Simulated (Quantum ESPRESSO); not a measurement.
## MnGe: parallel and opposed starts

A self-consistent run ends on one state, which hangs on the start. Several orders of MnGe are started in Quantum ESPRESSO and their energies compared.

Calculated with Quantum ESPRESSO 7.5; LDA; plane waves with GBRV 1.5 LDA potentials, no spin-orbit coupling.

**Measured values to reproduce.**

“Magnetic ground state and spin fluctuations in MnGe chiral magnet as studied by Muon Spin Rotation” (2016, arxiv:1602.01756) quotes from earlier work for MnGe, B20 cubic (same polycrystalline sample, earlier work, 10 K): moment (ordered moment per Mn in the helical state) 1.83 μB [Ordered moment of the long-period helix at 10 K, from earlier neutron data; the …].

### 1. Set-up

It takes space group P2_13 (No. 198, cubic). The conventional cell has a = 4.725 Å, b = 4.725 Å, c = 4.725 Å, α = 90.00°, β = 90.00°, γ = 90.00°. Mn has 7 Ge at 2.41 to 2.65 Å nearest. Nearest to Ge lie 7 Mn at 2.41 to 2.65 Å. Farther neighbours are not listed.

The cell comes from Materials Project 2023-11-01, a database of computed structures, and need not be the stable phase.

### 2. Run 1 (ferro ++++)

The signs are those of the starting moments on the seeded atoms, the atoms that are given a moment.

pw.in

```
&CONTROL
  calculation = 'scf'
  prefix = 'pwscf'
  outdir = './tmp'
  pseudo_dir = './pseudo'
  disk_io = 'nowf'
/
&SYSTEM
  ibrav = 0
  nat = 8
  ntyp = 2
  ecutwfc = 40
  ecutrho = 280
  nbnd = 79
  occupations = 'smearing'
  smearing = 'fd'
  degauss = 0.00734986
  nspin = 2
  starting_magnetization(1) = 0.2333
  starting_magnetization(2) = 0
/
&ELECTRONS
  conv_thr = 1.6d-08
  electron_maxstep = 150
  mixing_beta = 0.3
/
ATOMIC_SPECIES
Mn     54.9380 mn_lda_v1.5.uspp.F.UPF
Ge     72.6300 ge_lda_v1.4.uspp.F.UPF
CELL_PARAMETERS angstrom
   4.7250030600    0.0000000000    0.0000000000
   0.0000000000    4.7250030600    0.0000000000
   0.0000000000    0.0000000000    4.7250030600
ATOMIC_POSITIONS crystal
Mn      0.6371118200    0.1371118200    0.3628881800
Mn      0.1371118200    0.3628881800    0.6371118200
Mn      0.3628881800    0.6371118200    0.1371118200
Mn      0.8628881800    0.8628881800    0.8628881800
Ge      0.3423633700    0.8423633700    0.6576366300
Ge      0.8423633700    0.6576366300    0.3423633700
Ge      0.6576366300    0.3423633700    0.8423633700
Ge      0.1576366300    0.1576366300    0.1576366300
K_POINTS automatic
6 6 6 0 0 0
```

Run with:

```console
$ OMP_NUM_THREADS=1 mpirun -n 4 pw.x -nk 4 -in pw.in > pw.out
```

Output:

```text
Program PWSCF v.7.5 starts

     Message from routine setup:
     using ibrav=0 with symmetry is DISCOURAGED, use correct ibrav instead

     K-points division:     npool     =       4
     Subspace diagonalization in iterative solution of the eigenvalue problem:

     G-vector sticks info
     --------------------
     sticks:   dense  smooth     PW     G-vecs:    dense   smooth      PW
     Sum        1781    1005    301                56259    24303    3959

     Using Slab Decomposition

     bravais-lattice index     =            0
     lattice parameter (alat)  =       8.9290  a.u.
     unit-cell volume          =     711.8736 (a.u.)^3
     number of atoms/cell      =            8
     number of atomic types    =            2
     number of electrons       =       116.00
     number of Kohn-Sham states=           79
     kinetic-energy cutoff     =      40.0000  Ry
     charge density cutoff     =     280.0000  Ry
     scf convergence threshold =      1.6E-08
     mixing beta               =       0.3000
     number of iterations used =            8  plain     mixing
     Exchange-correlation=  SLA  PZ   NOGX NOGC
                           (   1   1   0   0   0   0   0)

     celldm(1)=   8.928962  celldm(2)=   0.000000  celldm(3)=   0.000000
     celldm(4)=   0.000000  celldm(5)=   0.000000  celldm(6)=   0.000000

     crystal axes: (cart. coord. in units of alat)
               a(1) = (   1.000000   0.000000   0.000000 )
               a(2) = (   0.000000   1.000000   0.000000 )
               a(3) = (   0.000000   0.000000   1.000000 )

     reciprocal axes: (cart. coord. in units 2 pi/alat)
               b(1) = (  1.000000  0.000000  0.000000 )
               b(2) = (  0.000000  1.000000  0.000000 )
               b(3) = (  0.000000  0.000000  1.000000 )

     PseudoPot. # 1 for Mn read from file:
     mn_lda_v1.5.uspp.F.UPF
     Pseudo is Ultrasoft + core correction, Zval = 15.0
     Generated by new atomic code, or converted to UPF format
     Using radial grid of  859 points,  6 beta functions with:
                l(1) =   0
                l(2) =   0
                l(3) =   1
                l(4) =   1
                l(5) =   2
                l(6) =   2
     Q(r) pseudized with  8 coefficients,  rinner =    0.950   0.950   0.950
                                                       0.950   0.950

     PseudoPot. # 2 for Ge read from file:
     ge_lda_v1.4.uspp.F.UPF
     Pseudo is Ultrasoft + core correction, Zval = 14.0
     Generated by new atomic code, or converted to UPF format
     Using radial grid of  873 points,  6 beta functions with:
                l(1) =   0
                l(2) =   0
                l(3) =   1
                l(4) =   1
                l(5) =   2
                l(6) =   2
     Q(r) pseudized with  8 coefficients,  rinner =    1.400   1.400   1.400
                                                       1.400   1.400

     atomic species   valence    mass     pseudopotential
     Mn               15.00    54.93800     Mn( 1.00)
     Ge               14.00    72.63000     Ge( 1.00)

     Starting magnetic structure
     atomic species   magnetization
     Mn              0.233
     Ge              0.000

     12 Sym. Ops. (no inversion) found ( 9 have fractional translation)

   Cartesian axes

     site n.     atom                  positions (alat units)
         1        Mn     tau(   1) = (   0.6371118   0.1371118   0.3628882  )
         2        Mn     tau(   2) = (   0.1371118   0.3628882   0.6371118  )
         3        Mn     tau(   3) = (   0.3628882   0.6371118   0.1371118  )
         4        Mn     tau(   4) = (   0.8628882   0.8628882   0.8628882  )
         5        Ge     tau(   5) = (   0.3423634   0.8423634   0.6576366  )
         6        Ge     tau(   6) = (   0.8423634   0.6576366   0.3423634  )
         7        Ge     tau(   7) = (   0.6576366   0.3423634   0.8423634  )
         8        Ge     tau(   8) = (   0.1576366   0.1576366   0.1576366  )

     number of k points=    24  Fermi-Dirac smearing, width (Ry)=  0.0073
                       cart. coord. in units 2pi/alat
        k(    1) = (   0.0000000   0.0000000   0.0000000), wk =   0.0046296
        k(    2) = (   0.0000000   0.0000000   0.1666667), wk =   0.0277778
        k(    3) = (   0.0000000   0.0000000   0.3333333), wk =   0.0277778
        k(    4) = (   0.0000000   0.0000000  -0.5000000), wk =   0.0138889
        k(    5) = (   0.0000000   0.1666667   0.1666667), wk =   0.0555556
        [... 19 further k-points ...]

     Dense  grid:    56259 G-vectors     FFT dimensions: (  48,  48,  48)

     Smooth grid:    24303 G-vectors     FFT dimensions: (  36,  36,  36)

     Check: negative core charge=   -0.000039
     Generating pointlists ...
     new r_m :   0.2106 (alat units)  1.8803 (a.u.) for type    1
     new r_m :   0.2106 (alat units)  1.8803 (a.u.) for type    2

     Initial potential from superposition of free atoms

     starting charge     113.9969, renormalised to     116.0000
     Starting wfcs are   88 randomized atomic wfcs

     Self-consistent Calculation

     iteration #  1     ecut=    40.00 Ry     beta= 0.30
     Davidson diagonalization with overlap
     ethr =  1.00E-02,  avg # of iterations =  3.6

     total energy              =   -1696.93140570 Ry
     estimated scf accuracy    <       1.91624259 Ry

     total magnetization       =     8.27 Bohr mag/cell
     absolute magnetization    =     9.60 Bohr mag/cell

     iteration #  2     ecut=    40.00 Ry     beta= 0.30
     Davidson diagonalization with overlap
     ethr =  1.65E-03,  avg # of iterations =  2.0

     total energy              =   -1697.09157111 Ry
     estimated scf accuracy    <       0.62423962 Ry

     total magnetization       =     8.58 Bohr mag/cell
     absolute magnetization    =    10.02 Bohr mag/cell

     iteration #  3     ecut=    40.00 Ry     beta= 0.30
     Davidson diagonalization with overlap
     ethr =  5.38E-04,  avg # of iterations =  1.4

     total energy              =   -1697.15935688 Ry
     estimated scf accuracy    <       0.17758754 Ry

     total magnetization       =     8.28 Bohr mag/cell
     absolute magnetization    =     9.69 Bohr mag/cell

     [... further iterations left out ...]

     iteration # 11     ecut=    40.00 Ry     beta= 0.30
     Davidson diagonalization with overlap
     ethr =  2.66E-08,  avg # of iterations =  1.7

     total energy              =   -1697.20076127 Ry
     estimated scf accuracy    <       0.00000082 Ry

     total magnetization       =     6.73 Bohr mag/cell
     absolute magnetization    =     7.74 Bohr mag/cell

     iteration # 12     ecut=    40.00 Ry     beta= 0.30
     Davidson diagonalization with overlap
     ethr =  7.09E-10,  avg # of iterations =  2.7

     total energy              =   -1697.20076377 Ry
     estimated scf accuracy    <       0.00000027 Ry

     total magnetization       =     6.74 Bohr mag/cell
     absolute magnetization    =     7.76 Bohr mag/cell

     iteration # 13     ecut=    40.00 Ry     beta= 0.30
     Davidson diagonalization with overlap
     ethr =  2.31E-10,  avg # of iterations =  1.5

     total energy              =   -1697.20076368 Ry
     estimated scf accuracy    <       0.00000005 Ry

     total magnetization       =     6.74 Bohr mag/cell
     absolute magnetization    =     7.76 Bohr mag/cell

     iteration # 14     ecut=    40.00 Ry     beta= 0.30
     Davidson diagonalization with overlap
     ethr =  4.44E-11,  avg # of iterations =  3.0

     Magnetic moment per site  (integrated on atomic sphere of radius R)
     atom   1 (R=0.211)  charge= 13.1933  magn=  1.7329
     atom   2 (R=0.211)  charge= 13.1933  magn=  1.7329
     atom   3 (R=0.211)  charge= 13.1933  magn=  1.7329
     atom   4 (R=0.211)  charge= 13.1933  magn=  1.7329
     atom   5 (R=0.211)  charge= 11.8035  magn= -0.0701
     atom   6 (R=0.211)  charge= 11.8035  magn= -0.0701
     atom   7 (R=0.211)  charge= 11.8035  magn= -0.0701
     atom   8 (R=0.211)  charge= 11.8035  magn= -0.0701

     End of self-consistent calculation

     [... lines left out ...]
     the Fermi energy is    15.9973 ev

!    total energy              =   -1697.20076390 Ry
     estimated scf accuracy    <          1.9E-09 Ry
     smearing contrib. (-TS)   =      -0.01609260 Ry
     internal energy E=F+TS    =   -1697.18467130 Ry

     The total energy is F=E-TS. E is the sum of the following terms:
     one-electron contribution =    -754.29443620 Ry
     hartree contribution      =     474.36492689 Ry
     xc contribution           =    -334.66661146 Ry
     ewald contribution        =   -1082.58855054 Ry

     total magnetization       =     6.73 Bohr mag/cell
     absolute magnetization    =     7.75 Bohr mag/cell

     convergence has been achieved in  14 iterations

=------------------------------------------------------------------------------=
   JOB DONE.
=------------------------------------------------------------------------------=
```

Run time: 68 s. Hardware: 4 MPI ranks of Arm Neoverse V2, shared host; peak memory 0.67 GiB; 4.6 min of CPU time.

Spin moment in the atom's sphere by atom:

```
atom  spin moment in the atom's sphere (μB)
 Mn1                                   1.73
 Mn2                                   1.73
 Mn3                                   1.73
 Mn4                                   1.73
 Ge5                                  -0.07
 Ge6                                  -0.07
 Ge7                                  -0.07
 Ge8                                  -0.07
```

Read from the output:

```yaml
smearing_term_ts: 0.2190 eV
magnetization: 6.734 μB
absolute_magnetization: 7.755 μB
final_state: ferromagnetic
```

Spin density in the ac plane at fractional y = 0.137, with atoms of Mn and Ge within 0.2 Å of it.

Ten even steps from '_' (0.0 e/Å³) to '@' (2.7 e/Å³), each cell a mean:
```
____________________________
____________________________
____________________________
____________________________
____________________________
____________________________
__________________..________
______________..==**::______
______________::%%@@==______
______________..++##::______
________________....________
____________________________
____________________________
____________________________
```
Columns run along a (4.7 Å), rows up along c (4.7 Å). Atoms in or near the plane, at fractional coordinates: Mn at (0.64, 0.36), Ge at (0.16, 0.16).

Valence density in the ac plane at fractional y = 0.137, with atoms of Mn and Ge within 0.2 Å of it. It is the smooth field of the valence electrons, not physical close to the nuclei.

Values in e/Å³, 14 rows by 14 columns, each cell a mean:
```
 0  0  0  0  0  0  0  0  0  0  0  0  0  0
 0  0  0  0  0  0  0  0  0  0  0  0  0  0
 0  0  0  0  0  0  0  0  0  0  0  0  0  0
 0  0  0  0  0  0  0  0  0  0  0  0  0  0
 0  0  0  0  0  0  0  0  0  0  0  0  0  0
 0  0  0  0  0  0  0  0  0  0  0  0  0  0
 0  0  0  0  0  0  0  1  1  2  1  0  0  0
 0  0  0  0  0  0  0  3 10 13  5  1  0  0
 0  0  0  0  0  0  1  5 16 16 10  1  0  0
 0  1  1  1  1  0  1  3 13 15  7  1  0  0
 1  6 14  6  1  0  0  1  2  3  1  0  0  0
 1 15 36 14  1  0  0  0  0  0  0  0  0  0
 1  6 15  6  1  0  0  0  0  0  0  0  0  0
 1  1  1  1  0  0  0  0  0  0  0  0  0  0
```
Columns run along a (4.7 Å), rows up along c (4.7 Å). Atoms in or near the plane, at fractional coordinates: Mn at (0.64, 0.36), Ge at (0.16, 0.16).

(Continued in part 2 of 2.)

[Logs and program files are shortened in this print: banners, set-up blocks, solver, clock and traceback lines can be left out without a mark of their own.]

[Logs are printed without paths, hosts, clocks, repeated set-up lines and the standing remarks that a program may print on its own settings, such as how far it seeks lower states.]

[Hosts, paths, dates, database ids (printed as entryN), source tags and the programs' standing remarks are cut or masked in the printed files.]

[Where a cell is said to come from a database of computed structures, the database is the Materials Project.]
